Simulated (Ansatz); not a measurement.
# MgGaSiH (built on the sites of a database entry of SrGaSiH): relaxing the cell for a phonon run

Wanted: the relaxed cell of MgGaSiH (built on the sites of a database entry of SrGaSiH).

Calculated with Ansatz 0.2.0; DFT PBEsol, scalar-relativistic, plane waves, PAW.

Report form: the programs' logs are mostly left out.

The structure was built from a prototype and need not be the compound's stable phase.

**1. The starting structure**

Symmetry: P3m1, No. 156, trigonal system. The conventional cell has a = 3.598 Å, b = 3.598 Å, c = 4.298 Å, α = 90.00°, β = 90.00°, γ = 120.00°. Nearest to Mg lie 3 H at 2.12 Å and 3 Si at 2.82 Å and 3 Ga at 2.84 Å. Nearest to Ga lie 1 H at 1.52 Å and 3 Si at 2.13 Å. Nearest to Si lie 3 Ga at 2.13 Å and 3 Mg at 2.82 Å and 3 H at 2.86 Å. H has 1 Ga at 1.52 Å and 3 Mg at 2.12 Å nearest. Farther neighbours are not listed.

Coordinates:

```cif
data_structure
_symmetry_space_group_name_H-M 'P 1'
_symmetry_Int_Tables_number 1
_cell_length_a 3.5985
_cell_length_b 3.5985
_cell_length_c 4.2982
_cell_angle_alpha 90.000
_cell_angle_beta 90.000
_cell_angle_gamma 120.000
_cell_volume 48.20
loop_
_atom_site_label
_atom_site_type_symbol
_atom_site_fract_x
_atom_site_fract_y
_atom_site_fract_z
_atom_site_occupancy
Mg1 Mg 0.00000 0.00000 0.00000 1
Ga2 Ga 0.66667 0.33333 0.54940 1
Si3 Si 0.33333 0.66667 0.44440 1
H4 H 0.66667 0.33333 0.90310 1
```

**2. A coarse first look**

First a cheap look: the gap decides the mesh and the occupations, the pressure tells how far the cell has to move.

Contents of input.yaml:

```yaml
crystal:
  lattice:
    - [3.59849, 0.0, 0.0]
    - [-1.79924, 3.11638, 0.0]
    - [0.0, 0.0, 4.29823]
  atoms:
    - { symbol: Mg, position: [0.0, 0.0, 0.0] }
    - { symbol: Ga, position: [0.6666666667, 0.3333333333, 0.5494] }
    - { symbol: Si, position: [0.3333333333, 0.6666666667, 0.4444] }
    - { symbol: H, position: [0.6666666667, 0.3333333333, 0.9031] }
kpoints:
  mp_grid: { grid: [6, 6, 4] }
hamiltonian:
  xc: pbesol
scf:
  occupations: { method: gaussian, width: 0.1 }
output:
  forces: true
  stress: true
  eigenvalues: true
```

Launch:

```console
ansatz run input.yaml --threads 4 --pin off --max-ram 7168MiB --backend cpu --events-out ev --progress --plain --runs-dir out
```

It took 1.3 s on 4 threads of Arm Neoverse V1, shared host; peak memory 0.33 GiB.

Numbers from this step:

```
pressure          : 34.66 GPa
volume per atom   : 12.05 Å³
gap on the k-mesh : 0 eV
```

The coarse mesh shows no gap and a pressure of 34.7 GPa.

**3. Coarse relaxation**

The start is far from rest, so a relaxation with loose tolerances brings it close first.

Edit input.yaml of step 2 so:

```diff
@@ -11,3 +11,3 @@
 kpoints:
-  mp_grid: { grid: [6, 6, 4] }
+  mp_grid: { grid: [6, 6, 6] }
 hamiltonian:
@@ -20 +20,6 @@
   eigenvalues: true
+relax:
+  adjacent_minimum: "off"
+  f_tol: 0.05
+  max_steps: 80
+  cell: { stress_tol: 0.5 }
```

Elapsed: 7.5 s, on 4 threads; peak memory 0.4 GiB; 27 s of CPU time.

Step by step:

| step | energy less that of the first step (eV) | largest force component (eV/Å) | pressure (GPa) | volume (Å³) |
| --- | --- | --- | --- | --- |
| 1 | 0.0000 | 2.4378 | 34.62 | 48.20 |
| 2 | -1.2004 | 1.2268 | 12.50 | 54.68 |
| 3 | -1.5225 | 0.1140 | 3.13 | 58.93 |
| 4 | -1.5524 | 0.1185 | 0.58 | 61.02 |
| 5 | -1.5554 | 0.0351 | -0.12 | 61.67 |
| 6* | -1.5697 | 0.0359 | 0.17 | 61.67 |

Relaxation steps marked * repeat the geometry before them on a plane-wave basis chosen anew for their cell, so energy and pressure can jump there.

The run keeps the 6 symmetry operations that it works with, so distortions that break them were not tested.

| conventional cell, symmetrised | before | after | change |
| --- | --- | --- | --- |
| a (Å) | 3.598 | 3.903 | +8.5 % |
| b (Å) | 3.598 | 3.903 | +8.5 % |
| c (Å) | 4.298 | 4.675 | +8.8 % |
| volume (Å³/atom) | 12.05 | 15.42 | +27.9 % |

The atoms that moved most (Å, as changes of fractional coordinates times the final cell):

| atom | dx | dy | dz | length |
| --- | --- | --- | --- | --- |
| Si3 | 0.000 | 0.000 | -0.249 | 0.249 |
| H4 | 0.000 | 0.000 | 0.116 | 0.116 |
| Ga2 | 0.000 | 0.000 | 0.080 | 0.080 |
| Mg1 | 0.000 | 0.000 | 0.053 | 0.053 |

This step gave:

| Quantity | Value |
| --- | --- |
| pressure | 0.1742 GPa |
| volume per atom | 15.42 Å³ |

In this step the volume went from 12.05 to 15.42 Å³/atom.

**4. Bringing the structure to rest**

The cell and atoms are relaxed, since residual forces and stress would shift the frequencies.

Contents of input.yaml:

```yaml
crystal:
  lattice:
    - [3.902916405, -3.131e-06, 0.0]
    - [-1.951455491, 3.3800263211, 0.0]
    - [0.0, 0.0, 4.6748653537]
  atoms:
    - { symbol: Mg, position: [0.0, 0.0, 0.0113567939] }
    - { symbol: Ga, position: [0.6666666667, 0.3333333333, 0.5664787963] }
    - { symbol: Si, position: [0.3333333333, 0.6666666667, 0.3911227726] }
    - { symbol: H, position: [0.6666666667, 0.3333333333, 0.9279416372] }
kpoints:
  mp_grid: { grid: [12, 12, 8] }
hamiltonian:
  xc: pbesol
scf:
  occupations: { method: gaussian, width: 0.1 }
output:
  forces: true
  stress: true
  eigenvalues: true
relax:
  adjacent_minimum: "off"
  f_tol: 0.005
  max_steps: 80
  cell: { stress_tol: 0.05 }
```

The job ended after 17 s (4 threads; peak memory 0.51 GiB).

Relaxation path:

| step | energy less that of the first step (eV) | largest force component (eV/Å) | pressure (GPa) | volume (Å³) |
| --- | --- | --- | --- | --- |
| 1 | 0.0000 | 0.0328 | 0.16 | 61.67 |
| 2 | -0.0002 | 0.0058 | 0.01 | 61.83 |
| 3 | -0.0002 | 0.0014 | 0.01 | 61.83 |
| 4* | -0.0003 | 0.0014 | 0.01 | 61.83 |

Relaxation steps marked * repeat the geometry before them on a plane-wave basis chosen anew for their cell, so energy and pressure can jump there.

The run keeps the 6 symmetry operations that it works with, so distortions that break them were not tested.

| conventional cell, symmetrised | before | after | change |
| --- | --- | --- | --- |
| a (Å) | 3.903 | 3.909 | +0.2 % |
| b (Å) | 3.903 | 3.909 | +0.2 % |
| c (Å) | 4.675 | 4.673 | -0.0 % |
| volume (Å³/atom) | 15.42 | 15.46 | +0.3 % |

The relaxed structure:

```xyz
4
Lattice="3.9088 0.0000 0.0000 -1.9544 3.3851 0.0000 0.0000 0.0000 4.6727" Properties=species:S:1:pos:R:3 pbc="T T T"
Mg    0.0000    0.0000    0.0613
Ga    1.9544    1.1284    2.6415
Si    0.0000    2.2567    1.8269
H     1.9544    1.1284    4.3340
```

This step gave:

| Property | Result |
| --- | --- |
| pressure | 0.006188 GPa |
| volume per atom | 15.46 Å³ |

In this step the volume went from 15.42 to 15.46 Å³/atom.

**5. Tight relaxation**

Phonons need a cell at rest on their own settings, so the relaxation is repeated with tight tolerances on forces and stress on the k mesh and occupations of the first response run.

Contents of input.yaml:

```yaml
crystal:
  lattice:
    - [3.9087818606, -3.1357e-06, 0.0]
    - [-1.9543882147, 3.3851059569, 0.0]
    - [0.0, 0.0, 4.672692902]
  atoms:
    - { symbol: Mg, position: [0.0, 0.0, 0.0131197776] }
    - { symbol: Ga, position: [0.6666666667, 0.3333333333, 0.5652962722] }
    - { symbol: Si, position: [0.3333333333, 0.6666666667, 0.3909740686] }
    - { symbol: H, position: [0.6666666667, 0.3333333333, 0.9275098816] }
kpoints:
  mp_grid: { grid: [12, 12, 8] }
hamiltonian:
  xc: pbesol
scf:
  occupations: { method: methfessel_paxton, width: 0.15 }
output:
  forces: true
  stress: true
  eigenvalues: true
relax:
  adjacent_minimum: "off"
  f_tol: 0.001
  max_steps: 60
  cell: { stress_tol: 0.01 }
```

Wall time 13 s (4 threads); peak memory 0.51 GiB.

Little changed from the start: no atom moved by 0.005 Å and no cell edge by 0.1 %.

This step gave:

* pressure: 0.001443 GPa

The largest force component left is 0.38 meV/Å and the pressure is 0.001 GPa, within the tolerances set. The cell now holds 15.46 Å³/atom.

**6. What came out**

| Quantity | Value |
| --- | --- |
| space group after relaxation (within 0.01 Å) | P3m1 |
| lattice constant a | 3.909 Å |
| lattice constant b | 3.909 Å |
| lattice constant c | 4.673 Å |
| volume per atom | 15.5 Å³ |

**Reading.** The largest force component left is 0.38 meV/Å and the pressure is 0.001 GPa, within the tolerances set. The cell now holds 15.46 Å³/atom. The relaxation keeps the symmetry of its start, so it says nothing on stability against lower symmetry. The starting cell was built on a prototype and not taken from a measurement, so the phase need not exist.

[Logs are printed without paths, hosts, clocks, repeated set-up lines and the standing remarks that a program may print on its own settings, such as how far it seeks lower states.]

[Hosts, paths, dates, database ids (printed as entryN), source tags and the programs' standing remarks are cut or masked in the printed files.]
